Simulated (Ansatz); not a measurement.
# Y2Ti2S2O5 (I4/mmm): the r2SCAN gap against the wavefunction cutoff

How far can the wavefunction cutoff be lowered for the gap of Y2Ti2S2O5 (I4/mmm)?

Main program and level: Ansatz 0.2.0; DFT, r2SCAN, plane waves, PAW; PAW set soft_1.

## 1. The system as given

It takes space group I4/mmm (No. 139, tetragonal). Conventional cell: a = 3.796 Å, b = 3.796 Å, c = 23.091 Å, α = 90.00°, β = 90.00°, γ = 90.00°. Y has 4 O at 2.46 Å and 5 S at 2.83 to 2.96 Å nearest. Nearest to Ti lie 5 O at 1.81 to 1.96 Å and 1 S at 2.93 Å. Nearest to S lie 5 Y at 2.83 to 2.96 Å and 1 Ti at 2.93 Å. Nearest to O lie 2 Ti at 1.81 Å. Nearest to O lie 2 Ti at 1.96 Å and 2 Y at 2.46 Å. Farther neighbours, and contacts between anions beyond the nearest, are not listed.

As a file:

```cif
data_structure
_symmetry_space_group_name_H-M 'I4/mmm'
_symmetry_Int_Tables_number 139
_cell_length_a 3.7960
_cell_length_b 3.7960
_cell_length_c 23.0907
_cell_angle_alpha 90.000
_cell_angle_beta 90.000
_cell_angle_gamma 90.000
_cell_volume 332.73
loop_
_atom_site_label
_atom_site_type_symbol
_atom_site_symmetry_multiplicity
_atom_site_Wyckoff_symbol
_atom_site_fract_x
_atom_site_fract_y
_atom_site_fract_z
_atom_site_occupancy
Y1 Y 4 e 0.50000 0.50000 0.16670 1
Ti1 Ti 4 e 0.50000 0.50000 0.42149 1
S1 S 4 e 0.50000 0.50000 0.29475 1
O1 O 2 a 0.00000 0.00000 0.00000 1
O2 O 8 g 0.00000 0.50000 0.40080 1
```

The cell and positions are those that the Materials Project relaxed with its own functionals (PBE, PBE+U or r2SCAN), kept fixed.

## 2. Wavefunction cutoff: 220 eV

input.yaml

```yaml
crystal:
  lattice:
    - [-1.898002, 1.898002, 11.54533]
    - [1.898002, -1.898002, 11.54533]
    - [1.898002, 1.898002, -11.54533]
  atoms:
    - { symbol: "Y", position: [0.666698, 0.666698, 0.0] }
    - { symbol: "Y", position: [0.333302, 0.333302, 0.0] }
    - { symbol: Ti, position: [0.921493, 0.921493, 0.0] }
    - { symbol: Ti, position: [0.078507, 0.078507, 0.0] }
    - { symbol: S, position: [0.794752, 0.794752, 0.0] }
    - { symbol: S, position: [0.205248, 0.205248, 0.0] }
    - { symbol: O, position: [0.0, 0.0, 0.0] }
    - { symbol: O, position: [0.900805, 0.400805, 0.5] }
    - { symbol: O, position: [0.599195, 0.099195, 0.5] }
    - { symbol: O, position: [0.400805, 0.900805, 0.5] }
    - { symbol: O, position: [0.099195, 0.599195, 0.5] }
kpoints:
  mp_grid: { grid: [8, 8, 8] }
  band_path:
    path:
      - [0.0, 0.0, 0.0]
      - [0.0, 0.0, 0.5]
      - [0.25, 0.25, 0.25]
      - [0.0, 0.5, 0.0]
      - [0.5, 0.5, -0.5]
      - [0.25675648, 0.74324352, -0.25675648]
      - [-0.25675648, 0.25675648, 0.25675648]
      - [-0.01351296, 0.01351296, 0.5]
    npoints: 1
hamiltonian:
  xc: r2scan
  pseudopotentials: { kind: paw, azcp: { folder: soft_1 } }
scf:
  occupations: { method: fermi_dirac, width: 0.02 }
  n_extra_bands: 7
  max_iter: 80
output:
  eigenvalues: true
  forces: true
  stress: true
  write_density: true
  write_potential: true
  elf: true
  volumetric_format: npy
basis:
  ecutwfc: 220.0
```

The run is started by

```
> ansatz run input.yaml --threads 3 --pin off --max-ram 92160MiB --backend cuda --events-out ev --progress --plain --runs-dir out --devices 1 --max-vram 13GiB
```

The program printed:

```text
Warning: basis.ecutwfc = 220 eV is below the records' recommended 500 eV, and the density's cutoff is lower with it unless basis.ecutrho_ratio is high enough to keep the records' density cutoff: compare with a run at a higher cutoff
basis.fft_grid_basis auto: the FFT boxes are laid along the combinations [[1, -1, 0], [0, 1, 0], [1, 0, 1]] of the cell's own vectors, 5.368, 11.853 and 3.796 Å long. The dense box has 27×60×20 points. Along the cell's own vectors, as sized, it would have 60×60×60, 6.67 times as many. Of the 16 symmetry operations that the crystal satisfies within crystal.symmetry.tolerance (time reversal apart; of a slab, those that [...]
scf.n_extra_bands = 7 over 44 filled bands (N_el = 88.0): the run solves 51 bands
GPUs: using 1 of 1 available (devices: 1).
Engine: ansatz 0.2.0, x86_64-unknown-linux-gnu
Pseudopotentials: kind: paw
Pseudopotential: Y, paw, valence charge 11, recommended cutoff 500 eV (meta_gga), soft_1/Y.paw.azcp
Pseudopotential: Ti, paw, valence charge 12, recommended cutoff 500 eV (meta_gga), soft_1/Ti.paw.azcp
Pseudopotential: S, paw, valence charge 6, recommended cutoff 500 eV (meta_gga), soft_1/S.paw.azcp
Pseudopotential: O, paw, valence charge 6, recommended cutoff 500 eV (meta_gga), soft_1/O.paw.azcp
Functional definition: r2SCAN
  parameter k0 = 0.174
  parameter k1 = 0.065
  parameter a1 = 4.9479
  exchange = r2scan_x(k0 = k0, k1 = k1, a1 = a1)
  correlation = r2scan_c
device memory: the entry about to start is reckoned to put 4.1 GiB on a device that reports 44.5 GiB free (of which the cap on the GPU budget leaves the run 13.0 GiB)
GPU FFT provider: cuFFT
GPU libraries: cuBLAS 13.8.2, cuFFT 12.4.0, cuSOLVER 12.3.4
Crystal: 11 atoms, lattice volume = 166.364 Å³
Basis set: ecut = 220 eV, 1271 PW (Γ), FFT grids on a1−a2, a2, a1+a3, exchange–correlation on 108×240×80 points (64 copies of the dense FFT grid, shifted against one another)
Bands: 51, of which v1, the nominal top of the filled ones, is band 44 counted from 1 (43 counted from 0)
Symmetry: 16 space group operations
Space group: I4/mmm (ITA 139), of the structure as read, at distance tolerance 5.5e-5 Å
k-points: 59 of 512
Non-local potential: Y, projectors of the file, l = 0: 3, l = 1: 2, l = 2: 2, l = 3: 1
Non-local potential: Ti, projectors of the file, l = 0: 3, l = 1: 2, l = 2: 3, l = 3: 1
Non-local potential: S, projectors of the file, l = 0: 2, l = 1: 2, l = 2: 1
Non-local potential: O, projectors of the file, l = 0: 2, l = 1: 2, l = 2: 1
PAW form: soft (Blöchl's): semilocal exchange-correlation on the pseudo side does not see the compensation charge
PAW frozen core: Y, regenerated for the run's functional (the file was generated under x = pbe(κ = 0.804, μ = 0.219515), c = pbe(β = 0.066725))
PAW frozen core: Ti, regenerated for the run's functional (the file was generated under x = pbe(κ = 0.804, μ = 0.219515), c = pbe(β = 0.066725))
PAW frozen core: S, regenerated for the run's functional (the file was generated under x = pbe(κ = 0.804, μ = 0.219515), c = pbe(β = 0.066725))
PAW frozen core: O, regenerated for the run's functional (the file was generated under x = pbe(κ = 0.804, μ = 0.219515), c = pbe(β = 0.066725))
PAW one-centre angular grid: Y, 590 points (default); XC on 160 Gauss nodes
PAW one-centre angular grid: Ti, 590 points (default); XC on 160 Gauss nodes
PAW one-centre angular grid: S, 302 points (default); XC on 160 Gauss nodes
PAW one-centre angular grid: O, 302 points (default); XC on 160 Gauss nodes
Initial density: superposition of atomic densities (chi_scale 0.1, normalization cell, long waves of neutral atoms (reshape's long-wave potential 2.92 eV rms, cloud 2.95 Å wide))
Initial wavefunctions: pseudopotential atomic-orbital guess
GPU buffer pool allocated for 32400 grid points (all kernels)
GPU transforms: local potential: pruned to the plane-wave sphere, on 25×60×20; band sums: pruned to the plane-wave sphere, on 27×60×20
Functional: x = r2scan, c = r2scan; τ floored in thin density (d = 2e-4 eV/Å³)
SCF iter   1: F=—  HF=-17388.208942 eV  |F-HF|=—  |Δ(HF+E_count)|=         —  Δρ=8.83e-2  dr2=1.64e1  dr2_τ=4.86e-1  ethr=3.10e-3  ⟨swp⟩=7.6  Hψ=11849  notcnv=0
preconditioner: auto → Resta (q_TF=auto, 2.454 Å⁻¹)  ε∞=4.2  [insulator: Δε(μ)=1.944 eV  Ē_g=13.367 eV  σ=0.020 eV  W_gap=1.00  n_scr=44 (ndim 8)  ℏωp=23.7 eV  f_vac=0.046  D(μ)=0.00/eV (n_scr^D=0)  ε∞_Penn≈4.2]
SCF iter   2: F=—  HF=-17386.275911 eV  |F-HF|=—  |Δ(HF+E_count)|=    1.93e0  Δρ=3.71e-2  dr2=2.21e0  dr2_τ=1.85e-1  ethr=3.10e-3  ⟨swp⟩=4.1  Hψ=8265  notcnv=0  defer=117
SCF iter   3: F=—  HF=-17386.242546 eV  |F-HF|=—  |Δ(HF+E_count)|=   3.34e-2  Δρ=2.07e-2  dr2=5.25e-1  dr2_τ=9.50e-2  ethr=2.51e-3  ⟨swp⟩=3.4  Hψ=8751  notcnv=0  defer=117
SCF iter   4: F=—  HF=-17386.203002 eV  |F-HF|=—  |Δ(HF+E_count)|=   3.95e-2  Δρ=8.19e-3  dr2=1.27e-1  dr2_τ=8.10e-3  ethr=5.97e-4  ⟨swp⟩=2.6  Hψ=4756  notcnv=0  defer=118
SCF iter   5: F=—  HF=-17386.195891 eV  |F-HF|=—  |Δ(HF+E_count)|=   7.11e-3  Δρ=2.46e-3  dr2=1.63e-2  dr2_τ=8.40e-4  ethr=1.45e-4  ⟨swp⟩=5.2  Hψ=8874  notcnv=0  defer=92
SCF iter   6: F=—  HF=-17386.195684 eV  |F-HF|=—  |Δ(HF+E_count)|=   2.07e-4  Δρ=1.17e-3  dr2=3.00e-3  dr2_τ=2.82e-4  ethr=1.85e-5  ⟨swp⟩=3.3  Hψ=5436  notcnv=0  defer=93
SCF iter   7: F=—  HF=-17386.196559 eV  |F-HF|=—  |Δ(HF+E_count)|=   8.74e-4  Δρ=3.02e-4  dr2=2.89e-4  dr2_τ=1.75e-5  ethr=3.41e-6  ⟨swp⟩=2.1  Hψ=4804  notcnv=0  defer=90
SCF iter   8: F=—  HF=-17386.196965 eV  |F-HF|=—  |Δ(HF+E_count)|=   4.06e-4  Δρ=9.36e-5  dr2=1.92e-5  dr2_τ=1.42e-6  ethr=3.28e-7  ⟨swp⟩=2.1  Hψ=4146  notcnv=0  defer=90
SCF iter   9: F=—  HF=-17386.197151 eV  |F-HF|=—  |Δ(HF+E_count)|=   1.87e-4  Δρ=2.23e-5  dr2=9.99e-7  dr2_τ=9.83e-8  ethr=2.18e-8  ⟨swp⟩=2.1  Hψ=4803  notcnv=0  defer=90
SCF iter  10: F=-17386.197155 eV  HF=-17386.197155 eV  |F-HF|=1.25e-7  |Δ(HF+E_count)|=   3.05e-6  Δρ=5.08e-6  dr2=5.53e-8  dr2_τ=2.81e-9  ethr=1.14e-10  ⟨swp⟩=21.1  Hψ=26485  notcnv=0
SCF 1 converged in 10 iterations: F = -17386.197155 eV  dr2 = 5.53e-8
[...]
device memory: the entry about to start is reckoned to put 2.1 GiB on a device that reports 44.6 GiB free (of which the cap on the GPU budget leaves the run 13.0 GiB)
NSCF: frozen V_eff on 8 k-points
SCF converged after 10 iterations
Free energy (F): -17386.197155 eV
Harris-Foulkes:  -17386.197155 eV  (|F-HF|=1.25e-7)
Internal energy: -17386.197155 eV  (E = F + TS)
E sigma→0 (E₀):  -17386.197155 eV
Fermi energy:    9.037040 eV
--- Per-component energies (eV) ---
  E_band       = -761.229055
  E_kinetic    = 2305.532480
  E_local      = -6378.905743  (includes V_loc(G=0)·N_el)
  E_nonlocal   = 433.385445
  E_hartree    = 2467.469767
  E_xc         = -1120.508758
  E_vxc        = -1508.017125  (∫ρ·V_xc dr)
  E_paw        = -9794.460836  (= ΣΔE_a)
  E_vpaw       = -637.929920  (= ΣTr[D̂ρ^β])
  E_aug_tail   = 0.023486  (compensation charges beyond the density's cutoff)
  E_vtau       = 89.734283  (kinetic-family band-sum trace: ∫τ·v_τ [+ j·A + Jᵃ·Aᵃ] dr)
  E_ewald      = -5297.538939
  E_core_change = -1.194057  (= ΣΔE_core)
  E_smearing   = -0.000000  (= −TS)
  E_closure    = 0.000000  (closes the sum)
  Σ components = -17386.197155   (vs F -17386.197155, Δ=0.00e0)
--- Forces (eV/Å), atoms counted from 1 ---
  atom   1  Y     -0.00000000     0.00000000    -0.01073218
  atom   2  Y      0.00000000    -0.00000000     0.01073218
  atom   3  Ti     0.00000000     0.00000000    -0.38891282
  atom   4  Ti     0.00000000     0.00000000     0.38891282
  atom   5  S      0.00000000     0.00000000     0.19548271
  atom   6  S     -0.00000000     0.00000000    -0.19548271
  atom   7  O      0.00000000     0.00000000    -0.00000000
  atom   8  O      0.00000000    -0.00000000     0.12085692
  atom   9  O      0.00000000     0.00000000    -0.12085692
  atom  10  O      0.00000000     0.00000000     0.12085692
  atom  11  O      0.00000000     0.00000000    -0.12085692
  max |Σ_I F_I| component: 1.39e-16 eV/Å
--- Stress (GPa, compression-positive) ---
       -3.882838       0.000000       0.000000
        0.000000      -3.882838      -0.000000
        0.000000      -0.000000      -1.578013
  P = ⅓ Tr σ = -3.1146 GPa (-31.146 kbar)
--- Band table (eV; the first three rows and the last of 59) ---
  k-point 0: bands = [... 40 lower, 7.1199, 8.1218, 8.4096, 8.4096, 9.6421, 9.6942, 11.1115, 11.1115, ... 3 higher]
  k-point 1: bands = [... 40 lower, 6.7391, 7.6625, 8.1090, 8.2728, 10.1823, 10.2031, 10.5886, 10.8629, ... 3 higher]
  k-point 2: bands = [... 40 lower, 6.6709, 7.3419, 7.6809, 7.7457, 10.3134, 10.4762, 10.9882, 11.1474, ... 3 higher]
  k-point 58: bands = [... 40 lower, 7.1317, 8.0552, 8.4120, 8.4120, 9.6968, 9.7898, 11.0778, 11.0778, ... 3 higher]
```

Wall time 9.3 s (1 × NVIDIA H100 80GB HBM3 (shared by 6 runs) with 3 threads of AMD EPYC 7R13 (Zen 3), shared host); peak memory 1.1 GiB.

Read from the output:

```
pressure             : -3.115 GPa
gap                  : 1.219 eV
valence top at       : M
conduction bottom at : k = (0.125, 0.125, -0.125)
least direct gap     : 1.221 eV
```

The gap is indirect, with the least direct gap 0.002 eV higher.

## 3. Wavefunction cutoff: 350 eV

Changes to input.yaml since step 2:

```diff
@@ -34,3 +34,3 @@
 scf:
-  occupations: { method: fermi_dirac, width: 0.02 }
+  occupations: { method: fixed }
   n_extra_bands: 7
@@ -41,7 +41,3 @@
   stress: true
-  write_density: true
-  write_potential: true
-  elf: true
-  volumetric_format: npy
 basis:
-  ecutwfc: 220.0
+  ecutwfc: 350.0
```

The program printed:

```text
[...]
GPUs: using 1 of 1 available (devices: 1).
[...]
GPU FFT provider: cuFFT
GPU libraries: cuBLAS 13.8.2, cuFFT 12.4.0, cuSOLVER 12.3.4
Crystal: 11 atoms, lattice volume = 166.364 Å³
Basis set: ecut = 350 eV, 2443 PW (Γ), FFT grids on a1+a3, a2+a3, a3, exchange–correlation on 96×96×300 points (64 copies of the dense FFT grid, shifted against one another)
[...]
k-point 0: bands = [... 40 lower, 7.0833, 8.0989, 8.3771, 8.3771, 9.5398, 9.5630, 10.7510, 10.7510, ... 3 higher]
  k-point 1: bands = [... 40 lower, 6.7034, 7.6246, 8.0760, 8.2327, 9.9802, 9.9901, 10.3113, 10.5502, ... 3 higher]
  k-point 2: bands = [... 40 lower, 6.6103, 7.2818, 7.6446, 7.6976, 10.0552, 10.2650, 10.6736, 10.7744, ... 3 higher]
  k-point 58: bands = [... 40 lower, 7.0944, 8.0137, 8.3770, 8.3770, 9.5409, 9.5619, 10.7558, 10.7558, ... 3 higher]
[key lines of the parts left out:]
SCF converged after 11 iterations
Free energy (F): -17404.720974 eV
Fermi energy:    8.377128 eV
P = ⅓ Tr σ = -3.1881 GPa (-31.881 kbar)
```

Wall time 14 s (1 × NVIDIA H100 80GB HBM3 (shared by 6 runs) with 3 threads); peak memory 1.1 GiB.

This step gave:

```yaml
pressure: -3.188 GPa
gap: 1.163 eV
valence_top_at: Γ
conduction_bottom_at: k = (0.125, 0.125, -0.125)
least_direct_gap: 1.163 eV
```

The gap is 1.163 eV, −0.056 eV from the run before at this level.

## 4. Wavefunction cutoff: 500 eV (the default)

input.yaml, the sections that differ from step 3:

```yaml
kpoints:
  mp_grid: { grid: [8, 8, 8] }
  band_path:
    path:
      - [[0.0, 0.0, 0.0], [0.0, 0.0, 0.5], [0.25, 0.25, 0.25], [0.0, 0.5, 0.0], [0.0, 0.0, 0.0], [0.5, 0.5, -0.5], [0.25675648, 0.74324352, -0.25675648]]
      - [[-0.25675648, 0.25675648, 0.25675648], [0.0, 0.0, 0.0]]
      - [[0.0, 0.0, 0.5], [-0.01351296, 0.01351296, 0.5]]
      - [[0.5, 0.5, -0.01351296], [0.5, 0.5, -0.5]]
    npoints: 10
scf:
  occupations: { method: fermi_dirac, width: 0.02 }
  n_extra_bands: 7
output:
  eigenvalues: true
  forces: true
  stress: true
  write_density: true
  write_potential: true
  elf: true
  volumetric_format: npy
# crystal, hamiltonian: as in step 3
# basis: removed
```

The program printed:

```text
[...]
GPUs: using 1 of 1 available (devices: 1).
[...]
GPU FFT provider: cuFFT
GPU libraries: cuBLAS 13.8.2, cuFFT 12.4.0, cuSOLVER 12.3.4
Crystal: 11 atoms, lattice volume = 166.364 Å³
Basis set: ecut = 500 eV, 4231 PW (Γ), FFT grids on a1−a2, a2, a1+a3, exchange–correlation on 160×360×120 points (64 copies of the dense FFT grid, shifted against one another)
[...]
k-point 0: bands = [... 40 lower, 7.0842, 8.1000, 8.3783, 8.3783, 9.5383, 9.5621, 10.7516, 10.7516, ... 3 higher]
  k-point 1: bands = [... 40 lower, 6.7039, 7.6260, 8.0771, 8.2339, 9.9794, 9.9895, 10.3120, 10.5511, ... 3 higher]
  k-point 2: bands = [... 40 lower, 6.6115, 7.2834, 7.6455, 7.6994, 10.0551, 10.2652, 10.6727, 10.7735, ... 3 higher]
  k-point 58: bands = [... 40 lower, 7.0955, 8.0154, 8.3780, 8.3780, 9.5397, 9.5608, 10.7566, 10.7566, ... 3 higher]
[key lines of the parts left out:]
SCF converged after 11 iterations
Free energy (F): -17404.982123 eV
Fermi energy:    8.962701 eV
P = ⅓ Tr σ = -3.1667 GPa (-31.667 kbar)
```

Run time: 23 s. Hardware: 1 × NVIDIA H100 80GB HBM3 (shared by 6 runs) with 3 threads; peak memory 1.6 GiB.

Read from the output:

```
pressure             : -3.167 GPa
gap                  : 1.160 eV
valence top at       : Γ
conduction bottom at : Γ
least direct gap     : 1.160 eV
```

The gap is 1.160 eV, −0.003 eV from the run before at this level.

## 5. Wavefunction cutoff: 750 eV

input.yaml, the sections that differ from step 4:

```yaml
kpoints:
  mp_grid: { grid: [8, 8, 8] }
  band_path:
    path:
      - [0.0, 0.0, 0.0]
      - [0.0, 0.0, 0.5]
      - [0.25, 0.25, 0.25]
      - [0.0, 0.5, 0.0]
      - [0.5, 0.5, -0.5]
      - [0.25675648, 0.74324352, -0.25675648]
      - [-0.25675648, 0.25675648, 0.25675648]
      - [-0.01351296, 0.01351296, 0.5]
    npoints: 1
scf:
  occupations: { method: fixed }
  n_extra_bands: 7
  max_iter: 80
basis:
  ecutwfc: 750.0
# crystal, hamiltonian, output: as in step 4
```

The program printed:

```text
[...]
GPUs: using 1 of 1 available (devices: 1).
[...]
GPU FFT provider: cuFFT
GPU libraries: cuBLAS 13.8.2, cuFFT 12.4.0, cuSOLVER 12.3.4
Crystal: 11 atoms, lattice volume = 166.364 Å³
Basis set: ecut = 750 eV, 7767 PW (Γ), FFT grids on a1−a2, a2, a1+a3, exchange–correlation on 192×432×144 points (64 copies of the dense FFT grid, shifted against one another)
[...]
k-point 0: bands = [... 40 lower, 7.0839, 8.0997, 8.3779, 8.3779, 9.5382, 9.5620, 10.7514, 10.7514, ... 3 higher]
  k-point 1: bands = [... 40 lower, 6.7036, 7.6257, 8.0767, 8.2337, 9.9792, 9.9893, 10.3120, 10.5510, ... 3 higher]
  k-point 2: bands = [... 40 lower, 6.6111, 7.2832, 7.6452, 7.6992, 10.0551, 10.2651, 10.6725, 10.7733, ... 3 higher]
  k-point 58: bands = [... 40 lower, 7.0952, 8.0151, 8.3777, 8.3777, 9.5396, 9.5606, 10.7564, 10.7564, ... 3 higher]
[key lines of the parts left out:]
SCF converged after 11 iterations
Free energy (F): -17405.015050 eV
Fermi energy:    8.377930 eV
P = ⅓ Tr σ = -3.1764 GPa (-31.764 kbar)
```

Wall time 15 s (1 × NVIDIA H100 80GB HBM3 (shared by 6 runs) with 3 threads); peak memory 1.9 GiB.

Numbers from this step:

```
pressure             : -3.176 GPa
gap                  : 1.160 eV
valence top at       : Γ
conduction bottom at : Γ
least direct gap     : 1.160 eV
```

The gap is 1.160 eV, as in the run before at this level.

## 6. The series

Differences are against the last row; a negative gap means that bands overlap, and a run with a band path holds that path's time. Times are wall times on 1 × NVIDIA H100 80GB HBM3 (shared by 6 runs) with 3 threads of AMD EPYC 7R13 (Zen 3), shared host, good to a factor of about two.

| wavefunction cutoff | gap (eV) | direct gap (eV) | gap error (eV) | energy error (meV/atom) | irreducible k | time |
| --- | --- | --- | --- | --- | --- | --- |
| 220 eV | 1.219 | 1.221 | +0.059 | +1710.7 | 59 | 9.3 s |
| 350 eV | 1.163 | 1.163 | +0.002 | +26.7 | 59 | 14 s |
| 500 eV | 1.160 | 1.160 | −0.0002 | +3.0 | 59 | 23 s |
| 750 eV | 1.160 | 1.160 | +0.000 | +0.0 | 59 | 15 s |

## 7. Results

```json
{
  "220 eV": "1.219 eV",
  "350 eV": "1.163 eV",
  "500 eV": "1.160 eV",
  "750 eV": "1.160 eV"
}
```

**Reading.** The gap holds to 0.02 eV from 350 eV on. At 220 eV the gap is off by +0.059 eV and the energy by +1711 meV/atom.

[Long decimals in the printed logs are rounded to 6 places.]

[Logs are printed without paths, hosts, clocks, repeated set-up lines and the standing remarks that a program may print on its own settings, such as how far it seeks lower states.]

[Paths, hosts, dates, memory and timing lines, banners, echoed tables and standing remarks are left out of the program output; an Ansatz launch command may be rebuilt from the run's recorded settings. Measured values are a selection of at most five: reports struck by readers or far from the other reports are left out. None is set beside runs whose start may be inverted or whose files or cutoffs have a known fault.]

[Runs of the session that timed out or met a known fault of the program may be left out.]

[Cells called generated may have been cut or substituted from an entry of the Crystallography Open Database or the Materials Project.]

[Hosts, paths, dates, database ids (printed as entryN), source tags and the programs' standing remarks are cut or masked in the printed files.]

[Where the starting crystal was built by hand or by swapping elements, it need not be the compound's stable phase.]
